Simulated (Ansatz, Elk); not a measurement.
# Sr2IrS4: X-ray structure factors from the self-consistent density

Structure refinements treat a crystal as free atoms side by side. For a made-up structure of Sr2IrS4 (cell and positions from a PBE relaxation) the runs below show what the calculated density changes in F(hkl).

Program: Elk 11.2.3 (patched build). Level of theory: DFT, PBE, all-electron APW+lo, Dirac cores, scalar-relativistic bands, static density, no spin. Results are calculated unless marked as measured.

The structure was built from a prototype and need not be the compound's stable phase.

### 1. The starting structure

Symmetry: I4/mmm, No. 139, tetragonal system. Conventional cell: a = 4.645 Å, b = 4.645 Å, c = 15.200 Å, α = 90.00°, β = 90.00°, γ = 90.00°. Nearest to Ir lie 6 S at 2.32 to 2.48 Å. Sr has 9 S at 2.93 to 3.30 Å nearest. S has 1 Ir at 2.48 Å and 5 Sr at 2.93 to 3.30 Å nearest. S has 2 Ir at 2.32 Å and 4 Sr at 3.19 Å nearest. Farther neighbours and most contacts between anions are not listed.

### 2. Ground state and structure factors

An all-electron density is needed, since X-rays see the cores too. Task 0 finds the density and task 195 Fourier-transforms it; tshift is off so that phases refer to the origin typed.

elk.in

```
tasks
  0
  195

xctype
  20

spinpol
  .false.

rgkmax
  7.0

gmaxvr
  14.0

lmaxo
  7

lmaxapw
  8

swidth
  0.002

tshift
  .false.

ramdisk
  .false.

hmaxvr
  5.5

maxscl
  120

epspot
  1e-06

sppath
  './'

avec
  -4.38933220357 4.38933220357 14.36214390426
  4.38933220357 -4.38933220357 14.36214390426
  4.38933220357 4.38933220357 -14.36214390426

atoms
  3
  'Ir.in'
  1
  -0.0000000000 -0.0000000000 0.0000000000   0.000000 0.000000 0.000000
  'Sr.in'
  2
  0.3560964209 0.3560964209 0.0000000000   0.000000 0.000000 0.000000
  0.6439035791 0.6439035791 0.0000000000   0.000000 0.000000 0.000000
  'S.in'
  4
  0.1634644152 0.1634644152 0.0000000000   0.000000 0.000000 0.000000
  0.8365355848 0.8365355848 -0.0000000000   0.000000 0.000000 0.000000
  0.5000000000 -0.0000000000 0.5000000000   0.000000 0.000000 0.000000
  -0.0000000000 0.5000000000 0.5000000000   0.000000 0.000000 0.000000

ngridk
  7 7 7
```

Command:

```sh
> OMP_NUM_THREADS=4 elk
```

Numbers of over 12 decimals in the logs are rounded to 6 here.

What it wrote:

```text
┌─────────────────────────┐
│ Elk code version 11.2.3 │
└─────────────────────────┘

All units are atomic (Hartree, Bohr, etc.)

┌─────────────────────────────────────────────────┐
│ Ground-state run starting from atomic densities │
└─────────────────────────────────────────────────┘

Lattice vectors :
  -4.389332204       4.389332204       14.36214390
   4.389332204      -4.389332204       14.36214390
   4.389332204       4.389332204      -14.36214390

Reciprocal lattice vectors :
  0.2915070704E-17  0.7157336260      0.2187412043
  0.7157336260      0.2915070704E-17  0.2187412043
  0.7157336260      0.7157336260      0.3936828183E-17

Unit cell volume      :    1106.817884
Brillouin zone volume :   0.2241111361

Muffin-tin inner radius fraction :   0.1000000000E-01

Nuclei treated as point charges

Species : 1 (Ir)
 parameters loaded from : Ir.in
 name : iridium
 nuclear charge    :   -77.00000000
 electronic charge :    77.00000000
 atomic mass :    350390.1562
 muffin-tin radius :    2.430026034
 number of radial points in muffin-tin :   1393
 inner part over the whole radius :   0.9900469269E-02
 number on inner part of muffin-tin    :    996
 approximate nuclear radius :   0.1024342351E-03
 number of mesh points to nuclear radius :    526
 atomic positions (lattice), magnetic fields (Cartesian) :
  1 :   0.00000000  0.00000000  0.00000000    0.00000000  0.00000000  0.00000000

Species : 2 (Sr)
 parameters loaded from : Sr.in
 name : strontium
 nuclear charge    :   -38.00000000
 electronic charge :    38.00000000
 atomic mass :    159721.4892
 muffin-tin radius :    2.600000000
 number of radial points in muffin-tin :   1193
 inner part over the whole radius :   0.9909106339E-02
 number on inner part of muffin-tin    :    847
 approximate nuclear radius :   0.8067967193E-04
 number of mesh points to nuclear radius :    415
 atomic positions (lattice), magnetic fields (Cartesian) :
  1 :   0.35609642  0.35609642  0.00000000    0.00000000  0.00000000  0.00000000
  2 :  -0.35609642 -0.35609642  0.00000000    0.00000000  0.00000000  0.00000000

Species : 3 (S)
 parameters loaded from : S.in
 name : sulphur
 nuclear charge    :   -16.00000000
 electronic charge :    16.00000000
 atomic mass :    58450.91931
 muffin-tin radius :    1.909306170
 number of radial points in muffin-tin :    793
 inner part over the whole radius :   0.9935109849E-02
 number on inner part of muffin-tin    :    552
 approximate nuclear radius :   0.6195814986E-04
 number of mesh points to nuclear radius :    253
 atomic positions (lattice), magnetic fields (Cartesian) :
  1 :   0.16346442  0.16346442  0.00000000    0.00000000  0.00000000  0.00000000
  2 :  -0.16346442 -0.16346442  0.00000000    0.00000000  0.00000000  0.00000000
  3 :   0.50000000  0.00000000  0.50000000    0.00000000  0.00000000  0.00000000
  4 :   0.00000000  0.50000000  0.50000000    0.00000000  0.00000000  0.00000000

Total number of atoms per unit cell :    7
Total muffin-tin volume :    323.9714615
 ratio of muffin-tin to unit cell volume :   0.2927053005

Spin treatment :
 spin-unpolarised

Number of Bravais lattice symmetries :   16
Number of crystal symmetries         :   16
Crystal has inversion symmetry
Real symmetric eigensolver will be used

k-point grid :      7     7     7
k-point offset :    0.000000000       0.000000000       0.000000000
k-point set is reduced with full crystal symmetry group
Total number of k-points :       40

Muffin-tin radius times maximum |G+k| :    7.000000000
 using average radius
Maximum |G+k| for APW functions       :    3.209484204
Maximum (1/2)|G+k|²                   :    5.150394428
Maximum |G| for potential and density :    14.00000000
Constant for pseudocharge density :    9
 order of it for each species :   16  16  16
 order of it for pair densities of each species (exact exchange by exxq0 0: 17) :   12  14   6
Radial integration step length :    1

G-vector grid sizes :     70    70    70
Number of G-vectors :    51297

[...]
electron entropic           :    -0.14831011076731E-02
 total energy                :     -25817.237720364

Density of states at Fermi energy :    115.9320366
 (states/Hartree/unit cell)

Estimated indirect band gap :   0.2342546261E-02
 from k-point 20 to k-point 33
Estimated direct band gap   :   0.7034456367E-02
 at k-point 7

Charges :
 core                        :    144.0000000
 valence                     :    73.00000000
 interstitial                :    15.63288296
 muffin-tins (core leakage)
  species : 1 (Ir)
[...]
species : 2 (Sr)
[...]
species : 3 (S)
[...]
total in muffin-tins        :    201.3671170
 total calculated charge     :    216.9950665
 total charge                :    217.0000000
 error                       :   0.4933508322E-02

RMS change in Kohn-Sham potential (target) :   0.3262774345     (  0.1000000000E-05)
Absolute change in total energy (target)   :   0.6238073806     (  0.1000000000E-03)

[... loops 3 to 15 left out ...]

┌──────────────────┐
│ Loop number : 16 │
└──────────────────┘

Energies :
 Fermi                       :     0.200775
 sum of occupied eigenvalues :     -15609.547262816
 electron kinetic            :      28508.617084348
 core electron kinetic       :      27595.616384123
 Coulomb                     :     -53661.154076932
 Coulomb potential           :     -43254.318261834
 nuclear-nuclear             :     -1961.5430697067
 electron-nuclear            :     -60176.482283027
 Hartree                     :      8476.8712758023
 Madelung                    :     -32033.994946015
 xc potential                :     -863.84608533067
 exchange                    :     -651.29911336315
 correlation                 :     -11.050565842817
 electron entropic           :    -0.19284388848020E-02
 total energy                :     -25814.888600228

Density of states at Fermi energy :    140.0259112
 (states/Hartree/unit cell)

Estimated indirect band gap :   0.1557879465E-02
 from k-point 40 to k-point 25
Estimated direct band gap   :   0.6740379037E-02
 at k-point 18

Charges :
 core                        :    144.0000000
 valence                     :    73.00000000
 interstitial                :    15.56257523
 muffin-tins (core leakage)
  species : 1 (Ir)
[...]
species : 2 (Sr)
[...]
species : 3 (S)
[...]
total in muffin-tins        :    201.4374248
 total calculated charge     :    216.9951775
 total charge                :    217.0000000
 error                       :   0.4822457566E-02

RMS change in Kohn-Sham potential (target) :   0.2567598469E-06 (  0.1000000000E-05)
Absolute change in total energy (target)   :   0.7726109470E-04 (  0.1000000000E-03)

Convergence targets achieved

┌──────────────────┐
│ Loop number : 17 │
└──────────────────┘

Energies :
 Fermi                       :     0.200775
 sum of occupied eigenvalues :     -15609.547250316
 electron kinetic            :      28508.617104625
 core electron kinetic       :      27595.616395681
 Coulomb                     :     -53661.154084845
 Coulomb potential           :     -43254.318243594
 nuclear-nuclear             :     -1961.5430697067
 electron-nuclear            :     -60176.482316991
 Hartree                     :      8476.8713018523
 Madelung                    :     -32033.994963049
 xc potential                :     -863.84611134645
 exchange                    :     -651.29911359375
 correlation                 :     -11.050565886671
 electron entropic           :    -0.19284405060934E-02
 total energy                :     -25814.888588142

Density of states at Fermi energy :    140.0260231
 (states/Hartree/unit cell)

Estimated indirect band gap :   0.1557846862E-02
 from k-point 40 to k-point 25
Estimated direct band gap   :   0.6740379388E-02
 at k-point 18

Charges :
 core                        :    144.0000000
 valence                     :    73.00000000
 interstitial                :    15.56257490
 muffin-tins (core leakage)
  species : 1 (Ir)
[...]
species : 2 (Sr)
[...]
species : 3 (S)
[...]
atom 2                    :    13.56815165     (  0.4832487206E-03)
   atom 3                    :    13.62443251     (  0.4863208892E-03)
   atom 4                    :    13.62443251     (  0.4863208892E-03)
 total in muffin-tins        :    201.4374251
 total calculated charge     :    216.9951775
 total charge                :    217.0000000
 error                       :   0.4822458101E-02

┌──────────────────────────────┐
│ Self-consistent loop stopped │
└──────────────────────────────┘

Warning : core states of species 1 leak from the muffin-tin :   0.1590898155E-02

Warning : core states of species 3 leak from the muffin-tin :   0.4863208892E-03

Wrote STATE.OUT
```

Run time: 94 s. Hardware: 4 threads of Arm Neoverse V2, shared host; peak memory 0.37 GiB.

SFACRHO.OUT:

```text

h k l indices transformed by vhmat matrix:
   1.000000000       0.000000000       0.000000000    
   0.000000000       1.000000000       0.000000000    
   0.000000000       0.000000000       1.000000000    

      h      k      l  multipl.   |H|            Re(F)            Im(F)           |F|

      0      0      0      1   0.0000000       217.00000     -0.11851468E-15   217.00000    
      1      1     -1      2  0.43748241       74.239195      0.15365790E-13   74.239195    
      0      1      0      8  0.74841321       44.451560      0.12993843E-13   44.451560    
     -2     -2      2      2  0.87496482       23.172571     -0.50014529E-13   23.172571    
      1      2     -1      8  0.97103247       102.45811     -0.48478115E-13   102.45811    
      0      0     -1      4   1.0122002       133.25082     -0.28218809E-14   133.25082    
     -2      0      1      8   1.1026967       17.137159      0.54802145E-16   17.137159    
     -2     -3      2      8   1.3070836       86.241305      0.83495377E-14   86.241305    
      3      3     -3      2   1.3124472       149.79581     -0.38120471E-13   149.79581    
      2      2     -3      8   1.3379509      -23.214008      0.43598336E-13   23.214008    
     -1      1      1      4   1.4314673       165.47850     -0.12162787E-14   165.47850    
      2      0     -2      8   1.4968264       60.849107      0.10125185E-13   60.849107    
     -1      2     -1     16   1.6153083       37.365063      0.11251163E-13   37.365063    
      3      3     -4      8   1.6574278       97.688620     -0.36681052E-13   97.688620    
     -3     -1      1      8   1.6776954       20.265642     -0.41851787E-13   20.265642    
      3      4     -4      8   1.6902108       17.705222      0.96741293E-13   17.705222    
      1      2      0     16   1.7297406       91.242913     -0.45300504E-13   91.242913    
     -4     -4      4      2   1.7499296       104.38184      0.49820230E-13   104.38184
```

Elk indexes on the primitive cell of elk.in and gives |H| = 4π sin θ/λ in inverse bohr. Below, one row stands for each form hkl of the conventional cell (m members, Friedel mates merged), F is for one primitive cell and the density is static (no thermal factor). Free-atom factors are Waasmaier and Kirfel's, and R is Σm||F|−|F'||/Σm|F|.

| hkl | m | sin θ/λ (Å⁻¹) | abs F, DFT | neutral atoms | diff. |
| --- | --- | --- | --- | --- | --- |
| 002 | 2 | 0.066 | 74.239 | 74.252 | -0.013 |
| 101 | 8 | 0.113 | 44.452 | 44.364 | +0.087 |
| 004 | 2 | 0.132 | 23.173 | 23.263 | -0.091 |
| 103 | 8 | 0.146 | 102.458 | 102.857 | -0.399 |
| 110 | 4 | 0.152 | 133.251 | 133.064 | +0.187 |
| 112 | 8 | 0.166 | 17.137 | 17.636 | -0.498 |
| 105 | 8 | 0.197 | 86.241 | 86.133 | +0.108 |
| 006 | 2 | 0.197 | 149.796 | 149.333 | +0.463 |
| 114 | 8 | 0.201 | 23.214 | 22.905 | +0.309 |
| 200 | 4 | 0.215 | 165.478 | 165.564 | -0.086 |
| 202 | 8 | 0.225 | 60.849 | 60.859 | -0.010 |
| 211 | 16 | 0.243 | 37.365 | 37.496 | -0.131 |
| 116 | 8 | 0.249 | 97.689 | 97.785 | -0.096 |
| 204 | 8 | 0.252 | 20.266 | 20.340 | -0.075 |
| 107 | 8 | 0.254 | 17.705 | 17.864 | -0.159 |
| 213 | 16 | 0.260 | 91.243 | 91.150 | +0.093 |
| 008 | 2 | 0.263 | 104.382 | 104.673 | -0.291 |
| 215 | 16 | 0.291 | 75.721 | 75.872 | -0.151 |
| 206 | 8 | 0.292 | 128.805 | 129.081 | -0.276 |
| 118 | 8 | 0.304 | 63.029 | 63.081 | -0.051 |
| 220 | 4 | 0.304 | 144.418 | 144.760 | -0.342 |
| 222 | 8 | 0.311 | 54.328 | 54.497 | -0.169 |

### 3. The highest occupied states alone

An energy window below the Fermi level keeps the highest occupied states, to see at which angles they scatter; shallow core shells can lie inside it and anion s states outside. No new self-consistency is needed.

elk.in: that of step 2 with these lines changed.

```diff
@@ -1,3 +1,2 @@
 tasks
-  0
   195
@@ -40,2 +39,5 @@
 
+wsfac
+  -0.240220 0.500780
+
 sppath
```

Command:

```sh
> OMP_NUM_THREADS=4 elk
```

What it wrote:

```text
┌─────────────────────────────────┐
│ Elk code version 11.2.3 started │
└─────────────────────────────────┘

Info(readinput): the functional depends on the density's gradient
 muffin-tin radial points multiplied by    2.00000
 (not where nrmtscf is given)

┌────────────────────┐
│ Current task : 195 │
└────────────────────┘
Info(checkmt): changed muffin-tin radius of species 1 (Ir) from   2.8000 to   2.4300
Info(checkmt): changed muffin-tin radius of species 3 (S) from   2.2000 to   1.9093

Info(sfacrho): density structure factors written to SFACRHO.OUT

 Energy window :  -0.2402200000      0.5007800000

┌──────────────────┐
│ Elk code stopped │
└──────────────────┘
```

Run time: 22 s. Hardware: 4 threads; peak memory 0.25 GiB; 26 s of CPU time.

States within 12 eV below the Fermi level hold 33.00 electrons; any levels below the window count with the cores. Their amplitudes can exceed the total, where window and core parts have opposite phase:

| hkl | sin θ/λ (Å⁻¹) | abs F, window | abs F, all |
| --- | --- | --- | --- |
| 002 | 0.066 | 9.344 | 74.239 |
| 101 | 0.113 | 9.623 | 44.452 |
| 004 | 0.132 | 5.426 | 23.173 |
| 103 | 0.146 | 2.034 | 102.458 |
| 110 | 0.152 | 6.240 | 133.251 |
| 112 | 0.166 | 2.239 | 17.137 |
| 105 | 0.197 | 4.250 | 86.241 |
| 006 | 0.197 | 8.713 | 149.796 |
| 114 | 0.201 | 1.594 | 23.214 |
| 200 | 0.215 | 6.729 | 165.478 |

### 4. Another functional

The difference from free atoms is small, so it is set against the change that LDA (Perdew-Wang) makes.

elk.in: that of step 3 with these lines changed.

```diff
@@ -1,2 +1,3 @@
 tasks
+  0
   195
@@ -4,3 +5,3 @@
 xctype
-  20
+  3
 
@@ -39,5 +40,2 @@
 
-wsfac
-  -0.240220 0.500780
-
 sppath
```

Command:

```sh
> OMP_NUM_THREADS=4 elk
```

What it wrote:

```text
┌─────────────────────────┐
│ Elk code version 11.2.3 │
└─────────────────────────┘

All units are atomic (Hartree, Bohr, etc.)

┌─────────────────────────────────────────────────┐
│ Ground-state run starting from atomic densities │
└─────────────────────────────────────────────────┘

Lattice vectors :
  -4.389332204       4.389332204       14.36214390
   4.389332204      -4.389332204       14.36214390
   4.389332204       4.389332204      -14.36214390

Reciprocal lattice vectors :
  0.2915070704E-17  0.7157336260      0.2187412043
[...]
species : 3 (S)
[...]
atom 3                    :    13.60800607     (  0.4868743044E-03)
   atom 4                    :    13.60800607     (  0.4868743044E-03)
 total in muffin-tins        :    201.4007257
 total calculated charge     :    216.9951724
 total charge                :    217.0000000
 error                       :   0.4827608915E-02

┌──────────────────────────────┐
│ Self-consistent loop stopped │
└──────────────────────────────┘

Warning : core states of species 1 leak from the muffin-tin :   0.1586603985E-02

Warning : core states of species 3 leak from the muffin-tin :   0.4868743044E-03

Wrote STATE.OUT
[key lines of the parts left out:]
total energy                :     -25792.750575531
```

Elapsed: 70 s, on 4 threads; peak memory 0.29 GiB; 3.7 min of CPU time.

Against the first run R = 0.04 %; the largest change is -0.075 at 440.

### 5. A coarser k-mesh

About half the k-points along each axis test the sampling.

elk.in: that of step 4 with these lines changed.

```diff
@@ -5,3 +5,3 @@
 xctype
-  3
+  20
 
@@ -65,2 +65,2 @@
 ngridk
-  7 7 7
+  4 4 4
```

Command:

```sh
> OMP_NUM_THREADS=4 elk
```

What it wrote:

```text
┌─────────────────────────┐
│ Elk code version 11.2.3 │
└─────────────────────────┘

All units are atomic (Hartree, Bohr, etc.)

┌─────────────────────────────────────────────────┐
│ Ground-state run starting from atomic densities │
└─────────────────────────────────────────────────┘

Lattice vectors :
  -4.389332204       4.389332204       14.36214390
   4.389332204      -4.389332204       14.36214390
   4.389332204       4.389332204      -14.36214390

Reciprocal lattice vectors :
  0.2915070704E-17  0.7157336260      0.2187412043
[...]
species : 3 (S)
[...]
atom 3                    :    13.62612968     (  0.4863688506E-03)
   atom 4                    :    13.62612968     (  0.4863688506E-03)
 total in muffin-tins        :    201.4382760
 total calculated charge     :    216.9951415
 total charge                :    217.0000000
 error                       :   0.4858509324E-02

┌──────────────────────────────┐
│ Self-consistent loop stopped │
└──────────────────────────────┘

Warning : core states of species 1 leak from the muffin-tin :   0.1588339957E-02

Warning : core states of species 3 leak from the muffin-tin :   0.4863688506E-03

Wrote STATE.OUT
[key lines of the parts left out:]
total energy                :     -25814.890070958
```

Elapsed: 54 s, on 4 threads; peak memory 0.37 GiB; 2 min of CPU time.

Against the first run R = 0.04 %; the largest change is +0.077 at 301.

### 6. Settings against the effect

| run | R against the first run (%) | R against neutral atoms, low angle (%) | wall time |
| --- | --- | --- | --- |
| PBE, rgkmax 7 | 0.00 | 0.25 | 94 s |
| LDA (Perdew-Wang) | 0.04 | 0.22 | 70 s |
| k-mesh 4×4×4 | 0.04 | 0.26 | 54 s |

### 7. Results

```json
{"R against neutral atoms, sin θ/λ < 0.3 Å⁻¹": "0.25 %", "R against neutral atoms, 0.3 to 0.66 Å⁻¹": "0.17 %"}
```

Independent neutral atoms miss the calculated amplitudes by R = 0.25 % below 0.3 Å⁻¹ and 0.17 % from there to 0.66 Å⁻¹; by shells, 0.30 % below 0.15 Å⁻¹ (4 forms), 0.24 % 0.15 to 0.3 (15 forms), 0.14 % 0.3 to 0.45 (36 forms), 0.18 % above 0.45 (94 forms). Bonding, aspherical density and the tables' own atoms all enter these figures, and the runs don't part them. The largest change of an amplitude is -0.50 electrons, at 112. The window's part falls from 33.0 electrons at the origin to at most 0.60 between 0.45 and 0.66 Å⁻¹. Below 0.3 Å⁻¹ the changes that finished (LDA (Perdew-Wang) and k-mesh 4×4×4) move F by R = 0.04 % at most, against the 0.25 % that separates it from free atoms. The basis has no finished test. These runs have no spin, though d or f shells may be open. The electron count is odd, so without spin the run is a metal by force. Spin-orbit coupling is left out, which can matter for elements this heavy. Part of the difference isn't bonding: the tables are fits to free atoms and ions calculated by other methods than this functional. Thermal motion, anomalous dispersion and extinction are left out.

[Logs are printed without paths, hosts, clocks, repeated set-up lines and the standing remarks that a program may print on its own settings, such as how far it seeks lower states.]

[Hosts, paths, dates, database ids (printed as entryN), source tags and the programs' standing remarks are cut or masked in the printed files.]
